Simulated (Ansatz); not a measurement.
## Band gap of Cs2AgAsF6 (Fm-3m) from density functionals to GW

What gap does each level of theory give for Cs2AgAsF6 (Fm-3m), and in what time?

Method: density functionals, hybrids and G0W0, plane waves, PAW, in Ansatz 0.2.0.

Report form: the programs' logs are mostly left out.

In doubt: one-shot GW on d or f shells is unsure (steps 10, 11, 12), so the values of those runs are not to be relied on; masses and optical values from hybrid runs of this build are listed as unsure (step 11), which bears on the screening that GW takes from such a start.

### Step 1. Set-up

It takes space group Fm-3m (No. 225, cubic). Conventional cell: a = 9.195 Å, b = 9.195 Å, c = 9.195 Å, α = 90.00°, β = 90.00°, γ = 90.00°. Nearest to Cs lie 12 F at 3.26 Å. Ag has 6 F at 2.51 Å nearest. Nearest to As lie 6 F at 2.08 Å. Nearest to F lie 1 As at 2.08 Å and 1 Ag at 2.51 Å and 4 Cs at 3.26 Å. Farther neighbours and most contacts between anions are not listed.

The cell and positions are those that the Materials Project relaxed with its own functionals (PBE, PBE+U or r2SCAN), kept fixed. Spin-orbit coupling is left out unless a step names it.

The logs state that the PAW files were generated under PBE.

### Step 2. LDA on the 4×4×4 mesh

This step: DFT, LDA, plane waves, PAW; PAW set soft_1.

input.yaml

```yaml
crystal:
  lattice:
    - [0.0, 4.5976094258, 4.5976094258]
    - [4.5976094258, 0.0, 4.5976094258]
    - [4.5976094258, 4.5976094258, 0.0]
  atoms:
    - { symbol: Cs, position: [0.75, 0.75, 0.75] }
    - { symbol: Cs, position: [0.25, 0.25, 0.25] }
    - { symbol: Ag, position: [0.5, 0.5, 0.5] }
    - { symbol: As, position: [0.0, 0.0, 0.0] }
    - { symbol: F, position: [0.77327897, 0.22672103, 0.22672103] }
    - { symbol: F, position: [0.22672103, 0.22672103, 0.77327897] }
    - { symbol: F, position: [0.22672103, 0.77327897, 0.77327897] }
    - { symbol: F, position: [0.22672103, 0.77327897, 0.22672103] }
    - { symbol: F, position: [0.77327897, 0.22672103, 0.77327897] }
    - { symbol: F, position: [0.77327897, 0.77327897, 0.22672103] }
kpoints:
  mp_grid: { grid: [4, 4, 4] }
  band_path:
    path:
      - [0.0, 0.0, 0.0]
      - [0.5, 0.0, 0.5]
      - [0.625, 0.25, 0.625]
      - [0.375, 0.375, 0.75]
      - [0.5, 0.5, 0.5]
      - [0.5, 0.25, 0.75]
      - [0.5, 0.375, 0.625]
    npoints: 1
hamiltonian:
  xc: lda
  pseudopotentials: { kind: paw, azcp: { folder: soft_1 }, xc_functional: pbe }
scf:
  occupations: { method: fixed }
  n_extra_bands: 7
output:
  eigenvalues: true
  forces: true
  stress: true
  write_density: true
  write_potential: true
  elf: true
  volumetric_format: npy
```

On the command line:

```bash
> ansatz run input.yaml --threads 2 --pin off --max-ram 92160MiB --backend cuda --events-out ev --progress --plain --runs-dir out --devices 1 --max-vram 13GiB
```

Wall time 5.5 s (1 × NVIDIA H100 80GB HBM3 (shared by 6 runs) with 2 threads of AMD EPYC 7R13 (Zen 3), shared host); peak memory 0.96 GiB; 4.4 s of CPU time.

This step gave:

```
pressure             : -5.925 GPa
gap                  : 2.242 eV
valence top at       : X
conduction bottom at : L
least direct gap     : 2.997 eV
```

Over mesh and listed points the gap is 2.242 eV, from k = (0.500, 0.000, 0.500) to k = (0.500, 0.500, 0.500). The least direct gap found is 2.997 eV, at k = (0.500, 0.375, 0.625). The pressure in this cell is -6 GPa; the cell is kept. The program's warnings for this run: metallic iterate.

### Step 3. PBEsol on the 4×4×4 mesh

This step: DFT, PBEsol, plane waves, PAW; PAW set soft_1.

input.yaml: that of step 2 with these lines changed.

```diff
@@ -29,3 +29,3 @@
 hamiltonian:
-  xc: lda
+  xc: pbesol
   pseudopotentials: { kind: paw, azcp: { folder: soft_1 }, xc_functional: pbe }
@@ -38,5 +38 @@
   stress: true
-  write_density: true
-  write_potential: true
-  elf: true
-  volumetric_format: npy
```

Run time: 7.7 s. Hardware: 1 × NVIDIA H100 80GB HBM3 (shared by 6 runs) with 2 threads; peak memory 0.96 GiB.

This step gave:

| Item | Value |
| --- | --- |
| pressure | -2.965 GPa |
| gap | 2.310 eV |
| valence top at | X |
| conduction bottom at | L |
| least direct gap | 3.064 eV |

Over mesh and listed points the gap is 2.310 eV, from k = (0.500, 0.000, 0.500) to k = (0.500, 0.500, 0.500). The least direct gap found is 3.064 eV, at k = (0.500, 0.375, 0.625). PBEsol against LDA: 2.310 − 2.242 = +0.068 eV, with the same mesh, files and cutoff, and both edges at the same k points. The program's warnings for this run: metallic iterate.

### Step 4. PBE on the 4×4×4 mesh

Levels along a band path and on the mesh show where this functional puts the band edges.

This step: DFT, PBE, plane waves, PAW; PAW set soft_1.

input.yaml: that of step 3 with these lines changed.

```diff
@@ -20,15 +20,10 @@
     path:
-      - [0.0, 0.0, 0.0]
-      - [0.5, 0.0, 0.5]
-      - [0.625, 0.25, 0.625]
-      - [0.375, 0.375, 0.75]
-      - [0.5, 0.5, 0.5]
-      - [0.5, 0.25, 0.75]
-      - [0.5, 0.375, 0.625]
-    npoints: 1
+      - [[0.0, 0.0, 0.0], [0.5, 0.0, 0.5], [0.625, 0.25, 0.625]]
+      - [[0.375, 0.375, 0.75], [0.0, 0.0, 0.0], [0.5, 0.5, 0.5], [0.5, 0.25, 0.75], [0.5, 0.0, 0.5]]
+    npoints: 10
 hamiltonian:
-  xc: pbesol
-  pseudopotentials: { kind: paw, azcp: { folder: soft_1 }, xc_functional: pbe }
+  xc: pbe
+  pseudopotentials: { kind: paw, azcp: { folder: soft_1 } }
 scf:
-  occupations: { method: fixed }
+  occupations: { method: fermi_dirac, width: 0.02 }
   n_extra_bands: 7
@@ -38 +33,5 @@
   stress: true
+  write_density: true
+  write_potential: true
+  elf: true
+  volumetric_format: npy
```

Run time: 12 s. Hardware: 1 × NVIDIA H100 80GB HBM3 (shared by 6 runs) with 2 threads; peak memory 1 GiB; 6 s of CPU time.

Numbers from this step:

- pressure: -0.05075 GPa
- gap: 2.431 eV
- valence top at: X
- conduction bottom at: L
- least direct gap: 3.176 eV

Over mesh and path the gap is 2.431 eV, from k = (0.500, 0.000, 0.500) to k = (0.500, 0.500, 0.500). The least direct gap found is 3.176 eV, at k = (0.500, 0.375, 0.625). PBE against PBEsol: 2.431 − 2.310 = +0.121 eV, with the same mesh, files and cutoff, and both edges at the same k points.

### Step 5. PBE+SOC on the 4×4×4 mesh

This run has two-component orbitals with spin-orbit coupling.

This step: DFT, PBE with spin-orbit coupling, plane waves, PAW; PAW set soft_1.

input.yaml, the sections that differ from step 4:

```yaml
kpoints:
  mp_grid: { grid: [4, 4, 4] }
  band_path:
    path:
      - [0.0, 0.0, 0.0]
      - [0.5, 0.0, 0.5]
      - [0.625, 0.25, 0.625]
      - [0.375, 0.375, 0.75]
      - [0.5, 0.5, 0.5]
      - [0.5, 0.25, 0.75]
      - [0.5, 0.375, 0.625]
    npoints: 1
hamiltonian:
  xc: pbe
  pseudopotentials: { kind: paw_fr, azcp: { folder: soft_1 } }
scf:
  occupations: { method: fixed }
  n_extra_bands: 14
magnetization:
  noncollinear: true
  spin_orbit: true
# crystal, output: as in step 4
```

It took 12 s on 1 × NVIDIA H100 80GB HBM3 (shared by 6 runs) with 2 threads; peak memory 1.3 GiB.

This step gave:

| Quantity | Value |
| --- | --- |
| pressure | -0.05098 GPa |
| gap | 2.411 eV |
| valence top at | X |
| conduction bottom at | L |
| least direct gap | 3.154 eV |

Over mesh and listed points the gap is 2.411 eV, from k = (0.500, 0.000, 0.500) to k = (0.500, 0.500, 0.500). The least direct gap found is 3.154 eV, at k = (0.500, 0.375, 0.625). PBE+SOC against PBE: 2.411 − 2.431 = −0.020 eV, with the same mesh, set of files (read in its fully relativistic form for the spin-orbit run) and cutoff, and both edges at the same k points. The spin-orbit run sees mesh and listed points alone, so its gap is an upper bound: the coupling can move an edge off these points, and the change over the zone, its sign included where it is small, is not known. The program's warnings for this run: metallic iterate.

### Step 6. r2SCAN on the 4×4×4 mesh

r2SCAN is a meta-GGA: it depends on the kinetic-energy density as well as on the density and its gradient.

This step: DFT, r2SCAN, plane waves, PAW; PAW set soft_1.

input.yaml: that of step 5 with these lines changed.

```diff
@@ -29,10 +29,7 @@
 hamiltonian:
-  xc: pbe
-  pseudopotentials: { kind: paw_fr, azcp: { folder: soft_1 } }
+  xc: r2scan
+  pseudopotentials: { kind: paw, azcp: { folder: soft_1 } }
 scf:
   occupations: { method: fixed }
-  n_extra_bands: 14
-magnetization:
-  noncollinear: true
-  spin_orbit: true
+  n_extra_bands: 7
 output:
@@ -41,5 +38 @@
   stress: true
-  write_density: true
-  write_potential: true
-  elf: true
-  volumetric_format: npy
```

The job ended after 10 s (1 × NVIDIA H100 80GB HBM3 (shared by 6 runs) with 2 threads; peak memory 1.3 GiB).

Numbers from this step:

* pressure: -2.591 GPa
* gap: 2.847 eV
* valence top at: X
* conduction bottom at: L
* least direct gap: 3.599 eV

Over mesh and listed points the gap is 2.847 eV, from k = (0.500, 0.000, 0.500) to k = (0.500, 0.500, 0.500). The least direct gap found is 3.599 eV, at k = (0.500, 0.375, 0.625). r2SCAN against PBE: 2.847 − 2.431 = +0.416 eV. The runs also differ in plane-wave cutoff (420 eV and 500 eV), so how much of this comes from the functional alone is not known.

### Step 7. HSE06 on the 4×4×4 mesh

HSE06 mixes in a quarter of exact exchange at short range.

This step: DFT, HSE06, plane waves, PAW; PAW set soft_1.

input.yaml: that of step 6 with these lines changed.

```diff
@@ -29,3 +29,3 @@
 hamiltonian:
-  xc: r2scan
+  xc: hse06
   pseudopotentials: { kind: paw, azcp: { folder: soft_1 } }
@@ -36,3 +36,5 @@
   eigenvalues: true
-  forces: true
-  stress: true
+  write_density: true
+  write_potential: true
+  elf: true
+  volumetric_format: npy
```

The job ended after 58 s (1 × NVIDIA H100 80GB HBM3 (shared by 6 runs) with 2 threads; peak memory 1.5 GiB).

This step gave:

| Item | Value |
| --- | --- |
| gap | 3.941 eV |
| valence top at | X |
| conduction bottom at | L |
| least direct gap | 4.715 eV |
| exact-exchange fraction | 0.25 |

Over mesh and listed points the gap is 3.941 eV, from k = (0.500, 0.000, 0.500) to k = (0.500, 0.500, 0.500). The least direct gap found is 4.715 eV, at k = (0.500, 0.375, 0.625). HSE06 against PBE: 3.941 − 2.431 = +1.510 eV, with the same mesh, files and cutoff, and both edges at the same k points. The program's warnings for this run: metallic iterate.

### Step 8. PBE0 on the 4×4×4 mesh

PBE0 mixes in a quarter of exact exchange at all distances.

This step: DFT, PBE0, plane waves, PAW; PAW set soft_1.

input.yaml: that of step 7 with these lines changed.

```diff
@@ -29,3 +29,3 @@
 hamiltonian:
-  xc: hse06
+  xc: pbe0
   pseudopotentials: { kind: paw, azcp: { folder: soft_1 } }
@@ -36,5 +36 @@
   eigenvalues: true
-  write_density: true
-  write_potential: true
-  elf: true
-  volumetric_format: npy
```

The job ended after 50 s (1 × NVIDIA H100 80GB HBM3 (shared by 6 runs) with 2 threads; peak memory 1.5 GiB).

Numbers from this step:

```yaml
gap: 4.681 eV
valence_top_at: X
conduction_bottom_at: L
least_direct_gap: 5.465 eV
exact_exchange_fraction: 0.25
```

Over mesh and listed points the gap is 4.681 eV, from k = (0.500, 0.000, 0.500) to k = (0.500, 0.500, 0.500). The least direct gap found is 5.465 eV, at k = (0.500, 0.375, 0.625). PBE0 against HSE06: 4.681 − 3.941 = +0.740 eV, with the same mesh, files and cutoff, and both edges at the same k points. The program's warnings for this run: metallic iterate.

### Step 9. DDH-PBE0 on the 4×4×4 mesh

The input asks for a share of exact exchange of one over the crystal's ε∞, which the program works out first.

This step: DFT, dielectric-dependent PBE0 (fraction 1/eps_inf of PBE), plane waves, PAW; PAW set soft_1.

input.yaml: that of step 8 with these lines changed.

```diff
@@ -16,2 +16,3 @@
     - { symbol: F, position: [0.77327897, 0.77327897, 0.22672103] }
+  host: atoms
 kpoints:
@@ -29,3 +30,6 @@
 hamiltonian:
-  xc: pbe0
+  xc:
+    exchange: pbe
+    correlation: pbe
+    exx: { coeff: inverse_dielectric }
   pseudopotentials: { kind: paw, azcp: { folder: soft_1 } }
```

Wall time 69 s (1 × NVIDIA H100 80GB HBM3 (shared by 6 runs) with 2 threads); peak memory 1.7 GiB.

This step gave:

* gap: 5.396 eV
* valence top at: X
* conduction bottom at: L
* least direct gap: 6.185 eV
* exact-exchange fraction: 0.3269

Over mesh and listed points the gap is 5.396 eV, from k = (0.500, 0.000, 0.500) to k = (0.500, 0.500, 0.500). The least direct gap found is 6.185 eV, at k = (0.500, 0.375, 0.625). DDH-PBE0 against PBE0: 5.396 − 4.681 = +0.715 eV, with the same mesh, files and cutoff, and both edges at the same k points. The program's warnings for this run: metallic iterate.

### Step 10. G0W0@PBE, 4×4×4 mesh, 1065 empty bands, screening to 180 eV, PAW set soft_1 files

G0W0 replaces the xc potential by a self-energy built once from the orbitals of the start. Levels are corrected in the window of bands that the input names, at points of the mesh.

This step: G0W0 on PBE, plane waves, PAW; PAW set soft_1.

input.yaml: that of step 9 with these lines changed.

```diff
@@ -16,20 +16,6 @@
     - { symbol: F, position: [0.77327897, 0.77327897, 0.22672103] }
-  host: atoms
 kpoints:
   mp_grid: { grid: [4, 4, 4] }
-  band_path:
-    path:
-      - [0.0, 0.0, 0.0]
-      - [0.5, 0.0, 0.5]
-      - [0.625, 0.25, 0.625]
-      - [0.375, 0.375, 0.75]
-      - [0.5, 0.5, 0.5]
-      - [0.5, 0.25, 0.75]
-      - [0.5, 0.375, 0.625]
-    npoints: 1
 hamiltonian:
-  xc:
-    exchange: pbe
-    correlation: pbe
-    exx: { coeff: inverse_dielectric }
+  xc: pbe
   pseudopotentials: { kind: paw, azcp: { folder: soft_1 } }
@@ -37,4 +23,7 @@
   occupations: { method: fixed }
-  n_extra_bands: 7
-output:
-  eigenvalues: true
+gw:
+  n_empty_bands: 1065
+  ecut_chi: 180.0
+  qp_bands: [v3, c3]
+  qp_kpoints: band_edges
+  screening: { model: contour_deformation }
```

Wall time 79 s (1 × NVIDIA H100 80GB HBM3 (shared by 6 runs) with 2 threads); peak memory 3.6 GiB.

This step gave:

| Item | Value |
| --- | --- |
| bands summed | 1112 |
| RPA ε∞ on this mesh (eigenvalues) | 2.927, 2.927, 2.927 |
| plane waves in the screening matrix | 1067 |
| G0W0 gap over the corrected points | 4.259 eV |
| k of the valence top | 0, -0.5, -0.5 |
| k of the conduction bottom | 0, 0, -0.5 |
| starting gap on the mesh | 2.431 eV |
| Z at the valence top | 0.7561 |
| Z at the conduction bottom | 0.8138 |
| least direct G0W0 gap over the corrected points | 5.168 eV |

Over all 8 irreducible mesh points the G0W0 gap is 4.259 eV, from k = (0.000, -0.500, -0.500) to k = (0.000, 0.000, -0.500). The PBE gap of this run on the mesh is 2.431 eV. The two states that bound the G0W0 gap lie that far apart at the start, so the correction of the gap is 4.259 − 2.431 = +1.828 eV. The program's warnings for this run: metallic iterate.

### Step 11. G0W0@HSE06, 4×4×4 mesh, 1065 empty bands, screening to 180 eV, PAW set soft_1 files

This step: G0W0 on HSE06, plane waves, PAW; PAW set soft_1.

input.yaml: that of step 10 with these lines changed.

```diff
@@ -19,3 +19,3 @@
 hamiltonian:
-  xc: pbe
+  xc: hse06
   pseudopotentials: { kind: paw, azcp: { folder: soft_1 } }
```

Elapsed: 3.1 min, on 1 × NVIDIA H100 80GB HBM3 (shared by 6 runs) with 2 threads; peak memory 3.9 GiB.

This step gave:

```yaml
bands_summed: 1112
rpa_eps_infinity_on_this_mesh_eigenvalues: 2.413, 2.413, 2.413
plane_waves_in_the_screening_matrix: 1067
g0w0_gap_over_the_corrected_points: 5.131 eV
k_of_the_valence_top: 0, -0.5, -0.5
k_of_the_conduction_bottom: 0, 0, -0.5
starting_gap_on_the_mesh: 3.941 eV
z_at_the_valence_top: 0.8042
z_at_the_conduction_bottom: 0.8528
least_direct_g0w0_gap_over_the_corrected_points: 6.060 eV
```

Over all 8 irreducible mesh points the G0W0 gap is 5.131 eV, from k = (0.000, -0.500, -0.500) to k = (0.000, 0.000, -0.500). The HSE06 gap of this run on the mesh is 3.941 eV. The two states that bound the G0W0 gap lie that far apart at the start, so the correction of the gap is 5.131 − 3.941 = +1.190 eV. G0W0@HSE06 against G0W0@PBE with 1112 bands: 5.131 − 4.259 = +0.872 eV, with the same mesh, files and cutoffs, and both edges at the same k points. The program's warnings for this run: metallic iterate.

### Step 12. G0W0@LDA, 4×4×4 mesh, 1065 empty bands, screening to 180 eV, PAW set soft_1 files

This step: G0W0 on LDA, plane waves, PAW; PAW set soft_1.

input.yaml: that of step 11 with these lines changed.

```diff
@@ -19,4 +19,4 @@
 hamiltonian:
-  xc: hse06
-  pseudopotentials: { kind: paw, azcp: { folder: soft_1 } }
+  xc: lda
+  pseudopotentials: { kind: paw, azcp: { folder: soft_1 }, xc_functional: pbe }
 scf:
```

It took 86 s on 1 × NVIDIA H100 80GB HBM3 (shared by 6 runs) with 2 threads; peak memory 3.6 GiB.

This step gave:

- bands summed: 1112
- RPA ε∞ on this mesh (eigenvalues): 3.062, 3.062, 3.062
- plane waves in the screening matrix: 1067
- G0W0 gap over the corrected points: 4.263 eV
- k of the valence top: 0, -0.5, -0.5
- k of the conduction bottom: 0, 0, -0.5
- starting gap on the mesh: 2.242 eV
- Z at the valence top: 0.7502
- Z at the conduction bottom: 0.8085
- least direct G0W0 gap over the corrected points: 5.151 eV

Over all 8 irreducible mesh points the G0W0 gap is 4.263 eV, from k = (0.000, -0.500, -0.500) to k = (0.000, 0.000, -0.500). The LDA gap of this run on the mesh is 2.242 eV. The two states that bound the G0W0 gap lie that far apart at the start, so the correction of the gap is 4.263 − 2.242 = +2.021 eV. G0W0@LDA against G0W0@HSE06 with 1112 bands: 4.263 − 5.131 = −0.868 eV, with the same mesh, files and cutoffs, and both edges at the same k points. The program's warnings for this run: metallic iterate.

(Part 1 of 2 ends here.)

[Paths, hosts, dates, memory and timing lines, banners, echoed tables and standing remarks are left out of the program output.]

[Logs are printed without paths, hosts, clocks, repeated set-up lines and the standing remarks that a program may print on its own settings, such as how far it seeks lower states.]

[Runs of the session that timed out or met a known fault of the program may be left out.]

[Cells called generated may have been cut or substituted from an entry of the Crystallography Open Database or the Materials Project.]

[Hosts, paths, dates, database ids (printed as entryN), source tags and the programs' standing remarks are cut or masked in the printed files.]

[Where an RPA ε∞ is given, it is that of the G0W0 mesh and is not shown converged in it. Names of k-points follow the symmetry that the program found, which can be lower than the space group named. Band edges on a path are those of the sampled points; other points can move an edge, and change direct to indirect where valleys lie close.]

[Hybrid gaps are those of their k-mesh and are not shown converged in it.]
